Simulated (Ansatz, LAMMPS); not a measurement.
# Amorphous 92HfO2-8Al2O3 (mol %) (76 atoms): relaxation and levels of theory

Which bonds does the relaxation leave, and how do the Kohn-Sham gap, forces and pressure change with k-mesh and functional?

Calculated with Ansatz 0.2.0: Kohn-Sham DFT, PBE, PAW (set soft_2), plane waves; cutoff 420 eV, Γ point, fermi-dirac smearing of 0.025 eV.

**The cell**

Density at the start: 7.90 g/cm³. The cell holds 76 atoms: 22 Hf, 4 Al and 50 O. Cell: a = 10.052 Å, b = 10.052 Å, c = 10.052 Å, α = 90.0°, β = 90.0°, γ = 90.0°. 76 atoms (22 Zr, 4 Al, 50 O) placed at random at 4.77 g/cm³, melted at 5000 K for 10 ps at fixed volume with the Morse and Coulomb pair potential with partial charges (Pedone, Malavasi, Menziani, Cormack and Segre, J. Phys. Chem. B 110, 11780 (2006)). Quenched from 5000 K to 300 K at 50 K/ps and fixed volume, held 5 ps, then minimised at fixed cell. Then Zr was replaced by Hf (the potential has no terms for the new elements, so the cell is a start for a DFT relaxation).

Cell and atoms were relaxed with PBE. The walk converged after 20 steps by the program's count, with a largest force component of 0.0130 eV/Å; it began at an r.m.s. force component of 0.48 eV/Å. The edges went from 10.052, 10.052, 10.052 to 9.822, 9.386, 10.308 Å, and the volume from 13.364 to 12.464 Å³ an atom (-6.7 %).

The input of the reference single point:

```yaml
crystal:
  lattice:
    - [9.814, 0.15575, -0.35352]
    - [0.15575, 9.38414, 0.0655]
    - [-0.35352, 0.0655, 10.3017]
  atoms:
    - { symbol: Hf, position: [0.72371, 0.75796, 0.30428] }
    - { symbol: Hf, position: [0.65994, 0.46907, 0.5349] }
    - { symbol: Hf, position: [0.15249, 0.77991, 0.8526] }
    - { symbol: Hf, position: [0.99245, 0.24835, 0.5153] }
    [... 70 atom lines left out ...]
    - { symbol: O, position: [0.86716, 0.41972, 0.56703] }
    - { symbol: O, position: [0.01351, 0.10721, 0.9211] }
kpoints:
  mp_grid: { grid: [1, 1, 1] }
hamiltonian:
  xc: pbe
scf:
  occupations: { method: fermi_dirac, width: 0.025 }
output:
  forces: true
  stress: true
  populations: true
  dos:
    method: { smearing: { sigma: 0.08 } }
    de: 0.05
    projected: { site_lists: { Al: [Al], Hf: [Hf], O: [O] } }
  eigenvalues: true
  write_density: true
  write_potential: true
  volumetric_format: npy
```

**Bonds after relaxation**

Bonds by pair of elements; cutoffs follow the first minimum of g(r), held within bounds set by covalent radii, and pairs that aren't listed don't count as bonded:

```csv
pair A-B,cutoff (Å),bonds,mean length (Å),spread (Å),shortest (Å),B about A,A about B
O-Hf,2.82,143,2.16,0.134,1.96,2.86,6.5
O-Al,2.33,18,1.82,0.063,1.76,0.36,4.5
```

How many atoms have how many bonded neighbours:

```csv
element,mean,2,3,4,5,6,7,8
Al,4.5,0,0,2,2,0,0,0
Hf,6.5,0,0,0,0,12,9,1
O,3.22,1,37,12,0,0,0,0
```

**Levels of theory**

Single points at the relaxed geometry:

```
functional  k-mesh  Kohn-Sham gap (eV)  pressure (GPa)  r.m.s. force component (eV/Å)  SCF cycles     time
       PBE   1×1×1               4.071            0.00                          0.003          10     16 s
       PBE   2×2×2               4.056            0.01                          0.019          10  1.9 min
     HSE06   1×1×1               5.673           -5.07                          0.103          22  4.3 min
    r2SCAN   1×1×1               4.559           -5.10                          0.072          10     31 s
    PBEsol   1×1×1               3.974           -6.09                          0.070          11     16 s
```

The gap is that between the highest filled and lowest empty Kohn-Sham level on the run's k-points. Cutoffs: 420 eV for PBE, HSE06 and PBEsol; 500 eV for r2SCAN. Times come from shared hosts and are rough.

**Findings**

By these cutoffs 50 % of Al atoms have 4, 55 % of Hf atoms have 6 and 74 % of O atoms have 3 neighbours. The Kohn-Sham gap is 4.07 eV with PBE on the 1×1×1 mesh and 4.06 eV on 2×2×2. On the 1×1×1 mesh HSE06 changes the gap by +1.60 eV against PBE. Carrying that shift over to the 2×2×2 mesh gives 4.06 + 1.60 = 5.66 eV, an estimate that takes the shift to be alike at all k-points. On the reference's mesh the gap changes with r2SCAN by +0.49 eV and PBEsol by -0.10 eV. Against the reference the pressure changes with HSE06 by -5.1 GPa, r2SCAN by -5.1 GPa and PBEsol by -6.1 GPa; a negative change means a smaller volume than PBE would take. The denser mesh moves the energy by -2.3 meV/atom and the pressure by +0.01 GPa.

Limits: All single points share the geometry relaxed with PBE. The volume changed by -6.7 % on relaxing; in so small a cell, on this mesh and at this cutoff, the relaxed density is rough. One sample; tail or defect levels can set the gap of a disordered cell. The quench rate of 50 K/ps is many orders above laboratory rates, so the cell is likely richer in defects and strain than a real sample. The network of bonds at the start is that of the classical potential that made the cell, and needn't be the one that DFT or experiment would give. Spin–orbit coupling is left out, which matters for the levels of the heavy elements. In some runs the program notes that it cut back its work space to fit the memory limit, the exchange threshold is loose for the stress and the SCF threshold is loose for the stress.

[Logs are printed without paths, hosts, clocks, repeated set-up lines and the standing remarks that a program may print on its own settings, such as how far it seeks lower states.]

[Hosts, paths, dates, database ids (printed as entryN), source tags and the programs' standing remarks are cut or masked in the printed files.]
